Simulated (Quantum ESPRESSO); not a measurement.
**CdF2 (Fm-3m): third-order response**

Wanted: vibrational spectra of CdF2 (Fm-3m) from linear and non-linear response.

Main program and level: Quantum ESPRESSO 8.0 development, patched; DFT LDA, scalar-relativistic, plane waves, PseudoDojo norm-conserving pseudopotentials.

Most raw output is cut from this account.

### Step 1. The starting structure

The structure is cubic, space group Fm-3m (No. 225). Conventional cell: a = 5.388 Å, b = 5.388 Å, c = 5.388 Å, α = 90.00°, β = 90.00°, γ = 90.00°. Nearest to Cd lie 8 F at 2.33 Å. Nearest to F lie 4 Cd at 2.33 Å. Farther neighbours and most contacts between anions are not listed.

### Step 2. A first look

Before anything dear is run, a loose run with smearing shows whether this is a metal and how far the cell is from rest.

probe.in

```
&control
   calculation = 'scf'
   prefix = 'x'
   outdir = './tmp'
   pseudo_dir = './pseudo'
   tprnfor = .true.
   tstress = .true.
   verbosity = 'high'
/
&system
   ibrav = 0
   nat = 3
   ntyp = 2
   ecutwfc = 102.0
   occupations = 'smearing'
   smearing = 'gaussian'
   degauss = 0.01
/
&electrons
   conv_thr = 1.0d-07
   mixing_beta = 0.7
   electron_maxstep = 100
/
ATOMIC_SPECIES
 Cd    112.4140  Cd.upf
 F      18.9984  F.upf
CELL_PARAMETERS angstrom
    -2.694000000    0.000000000    2.694000000
     0.000000000    2.694000000    2.694000000
    -2.694000000    2.694000000    0.000000000
ATOMIC_POSITIONS crystal
 Cd     0.000000000   0.000000000   0.000000000
 F      0.750000000   0.750000000   0.750000000
 F      0.250000000   0.250000000   0.250000000
K_POINTS automatic
 6 6 6 0 0 0
```

Command:

```sh
> OMP_NUM_THREADS=1 mpirun -n 4 pw.x -nk 4 -in probe.in > probe.out
```

Run time: 7.3 s. Hardware: 4 MPI ranks of Intel Xeon at 2.70GHz, shared host; 28 s of CPU time.

Read from the output:

- volume per atom: 13.03 Å³
- pressure: -5.745 GPa
- gap on the k-mesh: 2.840 eV

A gap of 2.8 eV opens on this mesh, so the crystal is taken as an insulator; the start stands at -5.7 GPa.

### Step 3. Relaxing the cell and atoms

The relaxation runs at a cutoff a fifth above that of the response, since stress converges more slowly with the basis than frequencies do. Forces and stress are brought to rest with tight thresholds.

relax.in

```
&control
   calculation = 'vc-relax'
   prefix = 'x'
   outdir = './tmp'
   pseudo_dir = './pseudo'
   tprnfor = .true.
   tstress = .true.
   forc_conv_thr = 2.0d-05
   etot_conv_thr = 1.0d-07
   nstep = 40
/
&system
   ibrav = 0
   nat = 3
   ntyp = 2
   ecutwfc = 122
   occupations = 'fixed'
   nbnd = 19
/
&electrons
   conv_thr = 1.0d-11
   mixing_beta = 0.7
   electron_maxstep = 100
/
&ions
/
&cell
   press_conv_thr = 0.2
/
ATOMIC_SPECIES
 Cd    112.4140  Cd.upf
 F      18.9984  F.upf
CELL_PARAMETERS angstrom
    -2.694000000    0.000000000    2.694000000
     0.000000000    2.694000000    2.694000000
    -2.694000000    2.694000000    0.000000000
ATOMIC_POSITIONS crystal
 Cd     0.000000000   0.000000000   0.000000000
 F      0.750000000   0.750000000   0.750000000
 F      0.250000000   0.250000000   0.250000000
K_POINTS automatic
 8 8 8 0 0 0
```

Command:

```sh
> OMP_NUM_THREADS=1 mpirun -n 4 pw.x -nk 4 -in relax.in > relax.out
```

Wall time 1.8 min (4 MPI ranks).

The steps of the relaxation:

| step | energy less that of the first step (eV) | largest force (eV/Å) | pressure (GPa) | volume (Å³) |
| --- | --- | --- | --- | --- |
| 1 | 0.0000 | 0.0000 | -5.67 | 39.10 |
| 2 | -0.0292 | 0.0000 | -2.59 | 37.98 |
| 3 | -0.0358 | 0.0000 | 0.29 | 37.09 |
| 4 | -0.0359 | 0.0000 | -0.01 | 37.18 |
| 5 | -0.0359 | 0.0000 | 0.00 | 37.18 |
| 6 | -0.0357 | 0.0000 | 0.00 | 37.18 |

```csv
"conventional cell, symmetrised",before,after,change
a (Å),5.388,5.298,-1.7 %
b (Å),5.388,5.298,-1.7 %
c (Å),5.388,5.298,-1.7 %
volume (Å³/atom),13.03,12.39,-4.9 %
```

The relaxed structure:

```
CELL_PARAMETERS angstrom
-2.64899 0.00000 2.64899
0.00000 2.64899 2.64899
-2.64899 2.64899 0.00000
ATOMIC_POSITIONS crystal
Cd 0.00000 0.00000 0.00000
F 0.75000 0.75000 0.75000
F 0.25000 0.25000 0.25000
```

The last row of the table of steps is pw.x's closing run on a basis chosen anew for the final cell, so its energy can jump.

Numbers from this step:

```yaml
volume_per_atom: 12.39 Å³
pressure: -0.002 GPa
gap_on_the_k_mesh: 3.003 eV
```

The volume changes by -4.9 % from the cell with which this run began.

### Step 4. Self-consistent run for the response

The response is built on this ground state, so it is converged far tighter than an energy would need. With a gap, occupations are fixed, which also allows the response to an electric field.

scf.in

```
&control
   calculation = 'scf'
   prefix = 'x'
   outdir = './tmp'
   pseudo_dir = './pseudo'
   tprnfor = .true.
   tstress = .true.
/
&system
   ibrav = 0
   nat = 3
   ntyp = 2
   ecutwfc = 102.0
   occupations = 'fixed'
   nbnd = 19
/
&electrons
   conv_thr = 1.0d-12
   mixing_beta = 0.7
   electron_maxstep = 100
/
ATOMIC_SPECIES
 Cd    112.4140  Cd.upf
 F      18.9984  F.upf
CELL_PARAMETERS angstrom
    -2.648992487    0.000000000    2.648992487
     0.000000000    2.648992487    2.648992487
    -2.648992487    2.648992487    0.000000000
ATOMIC_POSITIONS crystal
 Cd     0.000000000   0.000000000   0.000000000
 F      0.750000000   0.750000000   0.750000000
 F      0.250000000   0.250000000   0.250000000
K_POINTS automatic
 8 8 8 0 0 0
```

Command:

```sh
> OMP_NUM_THREADS=1 mpirun -n 4 pw.x -nk 4 -in scf.in > scf.out
```

The job ended after 16 s (4 MPI ranks; 64 s of CPU time).

Numbers from this step:

* pressure: -0.063 GPa

The cell stands at -0.063 GPa, close enough for phonons.

### Step 5. Zone-centre response

At q = 0 one unit cell holds all displacements; symmetry groups them into irreducible representations that are solved one by one. The response to a field gives ε∞ and the Born charges, which polar modes need. Third-order response adds the Raman tensors.

ph.in

```
phonons
&inputph
   prefix = 'x'
   outdir = './tmp'
   fildyn = 'g.dyn'
   tr2_ph = 1.0d-18
   epsil = .true.
   lraman = .true.
   elop = .true.
/
0.000000000000 0.000000000000 0.000000000000
```

Command:

```sh
> OMP_NUM_THREADS=1 mpirun -n 4 ph.x -nk 4 -in ph.in > ph.out
```

The job ended after 23 min (4 MPI ranks; 90 min of CPU time).

Read from the output:

* miss of the charge sum rule: 1.00e-5 e
* largest acoustic frequency at the zone centre before the sum rule: -0.99 cm⁻¹
* highest optical zone-centre mode (no LO-TO term): 318.7 cm⁻¹
* lowest optical zone-centre mode: 238.2 cm⁻¹
* mean high-frequency dielectric constant: 2.919
* largest Born charge in size (third of the trace): 2.453 e

Born charge (rows field, columns displacement), before the sum rule (e), principal values of the symmetric part by kind of site:

```csv
atom,atoms with these values,low,middle,high,mean
Cd1,1,2.45,2.45,2.45,2.45
F2,2,-1.23,-1.23,-1.23,-1.23
```

In full for F2:

```
-1.23  0.00  0.00
 0.00 -1.23  0.00
 0.00  0.00 -1.23
```

High-frequency dielectric tensor:

```
2.92 0.00 0.00
0.00 2.92 0.00
0.00 0.00 2.92
```

The acoustic modes at Γ come out as far as 1.0 cm⁻¹ from zero, where they should vanish, a small numerical error; the Born charges miss their sum rule by 1.0e-5 e, which is good.

### Step 6. Zone-centre analysis

A rigid shift of the crystal must cost nothing, but grids and finite bases break this; the acoustic sum rule is imposed before the matrix is diagonalised again. With Born charges the intensities follow, and the static dielectric tensor.

dynmat.in

```
&input
   fildyn = 'g.dyn'
   asr = 'simple'
   fileig = 'dynmat.eig'
   lperm = .true.
/
```

Command:

```sh
> dynmat.x -in dynmat.in > dynmat.out
```

Run time: 0.64 s. Hardware: 1 thread.

Read from the output:

* mean static dielectric constant: 7.859

Unit eigenvectors of the mass-weighted matrix after the sum rule; no LO-TO term. Modes at Γ, with each element's share of the kinetic energy:

| mode | frequency (cm⁻¹) | symmetry | Cd % | F % |
| --- | --- | --- | --- | --- |
| 1 | 0.0 | acoustic | 75 | 25 |
| 2 | 0.0 | acoustic | 75 | 25 |
| 3 | 0.0 | acoustic | 75 | 25 |
| 4 | 238.2 | T1u | 25 | 75 |
| 5 | 238.2 | T1u | 25 | 75 |
| 6 | 238.2 | T1u | 25 | 75 |
| 7 | 318.7 | T2g | 0 | 100 |
| 8 | 318.7 | T2g | 0 | 100 |
| 9 | 318.7 | T2g | 0 | 100 |

Displacements in mode 4 (238.2 cm⁻¹), the largest set to 1:
```
Cd1 -0.30 -0.07 -0.34
F2   0.88  0.20  1.00
F3   0.88  0.20  1.00
```

Displacements in mode 9 (318.7 cm⁻¹), the largest set to 1:
```
Cd1  0.00  0.00  0.00
F2   0.79  1.00  0.00
F3  -0.79 -1.00  0.00
```

Degenerate modes summed, no LO-TO term. Lines of the infrared spectrum (strongest = 100):

```
position (cm⁻¹)  lines merged  label  IR intensity, relative
            238             3    T1u                     100
            319             3    T2g                     0.0
```

Degenerate modes summed. Raman lines, with heights relative to the strongest:

```csv
position (cm⁻¹),lines merged,label,"Raman activity, relative"
238,3,T1u,0.0
319,3,T2g,100
```

Static dielectric tensor (ions relaxed, fixed cell):

```
7.86 0.00 0.00
0.00 7.86 0.00
0.00 0.00 7.86
```

The rule moves no optical mode by more than 0.1 cm⁻¹.

### Step 7. Sum rules set otherwise: a sum rule for molecules or wires on a crystal

This rule also removes rotations, which suits molecules and not a crystal; it is tried to see the harm.

dynmat.in

```
&input
   fildyn = 'g.dyn'
   asr = 'zero-dim'
   fileig = 'dynmat.eig'
   lperm = .true.
/
```

Command:

```sh
> dynmat.x -in dynmat.in > dynmat.out
```

Elapsed: 0.71 s, on 1 thread.

The program raised no error, yet the settings are not those of a careful run.

The fault: a sum rule for molecules or wires on a crystal; 2 optical modes are projected out to zero frequency, as if they were rotations, and the static dielectric tensor is spoilt.

For a crystal the rule has to be 'simple' or 'crystal'.

Zone-centre frequencies as printed; negative means imaginary. Modes:

```
mode  frequency (cm⁻¹)
   1                 0
   2                 0
   3                 0
   4                 0
   5                 0
   6             238.2
   7               293
   8               293
   9             318.7
```

### Step 8. Sum rules set otherwise (asr no)

Without the rule the raw error of the acoustic modes shows.

dynmat.in

```
&input
   fildyn = 'g.dyn'
   asr = 'no'
   fileig = 'dynmat.eig'
   lperm = .true.
/
```

Command:

```sh
> dynmat.x -in dynmat.in > dynmat.out
```

The job ended after 0.7 s (1 thread).

Zone-centre frequencies as printed; negative means imaginary. Modes:

| mode | frequency (cm⁻¹) |
| --- | --- |
| 1 | -0.99 |
| 2 | -0.99 |
| 3 | -0.99 |
| 4 | 238.2 |
| 5 | 238.2 |
| 6 | 238.2 |
| 7 | 318.7 |
| 8 | 318.7 |
| 9 | 318.7 |

Against the first rule no mode moves by more than 1.0 cm⁻¹.

### Step 9. Modes along a direction of q (1 0 0)

A longitudinal polar mode sets up a macroscopic field that stiffens it; the term hangs on the direction from which q goes to zero.

dynmat.in

```
&input
   fildyn = 'g.dyn'
   asr = 'simple'
   fileig = 'dynmat.eig'
   q(1) = 1.0
   q(2) = 0.0
   q(3) = 0.0
/
```

Command:

```sh
> dynmat.x -in dynmat.in > dynmat.out
```

It took 0.72 s on 1 thread.

Read from the output:

| Item | Value |
| --- | --- |
| highest mode moved by the LO-TO term | 390.9 cm⁻¹ |

Zone-centre frequencies as printed; negative means imaginary. Modes:

| mode | frequency (cm⁻¹) |
| --- | --- |
| 1 | 0 |
| 2 | 0 |
| 3 | 0 |
| 4 | 238.2 |
| 5 | 238.2 |
| 6 | 318.7 |
| 7 | 318.7 |
| 8 | 318.7 |
| 9 | 390.9 |

The field moves one mode, from 238 to 391 cm⁻¹; the others stay.

### Step 10. Summary of results

```yaml
space_group_after_relaxation: Fm-3m
volume_per_atom: 12.4 Å³
gap_on_the_k_mesh: 3.00 eV
highest_optical_zone_centre_mode_no_lo_to_term: 318.7 cm⁻¹
lowest_optical_zone_centre_mode: 238.2 cm⁻¹
highest_mode_moved_by_the_lo_to_term: 390.9 cm⁻¹
mean_high_frequency_dielectric_constant: 2.92
largest_born_charge_in_size_third_of_the_trace: 2.45 e
mean_static_dielectric_constant: 7.86
imaginary_optical_modes_at_the_zone_centre_no_q_mesh_in_this_session: none
```

In words: The largest Raman activity of CdF2 (Fm-3m) lies at 319 cm⁻¹ and the strongest infrared line at 238 cm⁻¹ (transverse modes). At the LDA level the optical modes of CdF2 (Fm-3m) at the zone centre (no LO-TO term) run from 238 to 319 cm⁻¹. Along the directions run, the highest mode that the macroscopic field moves lies at 391 cm⁻¹. Lattice motion raises the mean dielectric constant from 2.919 to 7.859. The Born charge of Cd is 2.453 e against a formal charge of +2, somewhat above it. Of the 6 optical modes, 3 are infrared active alone and 3 are Raman active alone; inversion symmetry keeps the two sets apart. These are harmonic frequencies at zero temperature: anharmonic shifts and linewidths and thermal expansion are left out. The build is a development version in which the Raman tensors of release 7.5 are mended; dynmat.x leaves out the electro-optic term of LO lines.

[Host names and launcher messages were left out of these logs when they were recorded.]

[Logs are printed without paths, hosts, clocks, repeated set-up lines and the standing remarks that a program may print on its own settings, such as how far it seeks lower states.]

[Hosts, paths, dates, database ids (printed as entryN), source tags and the programs' standing remarks are cut or masked in the printed files.]
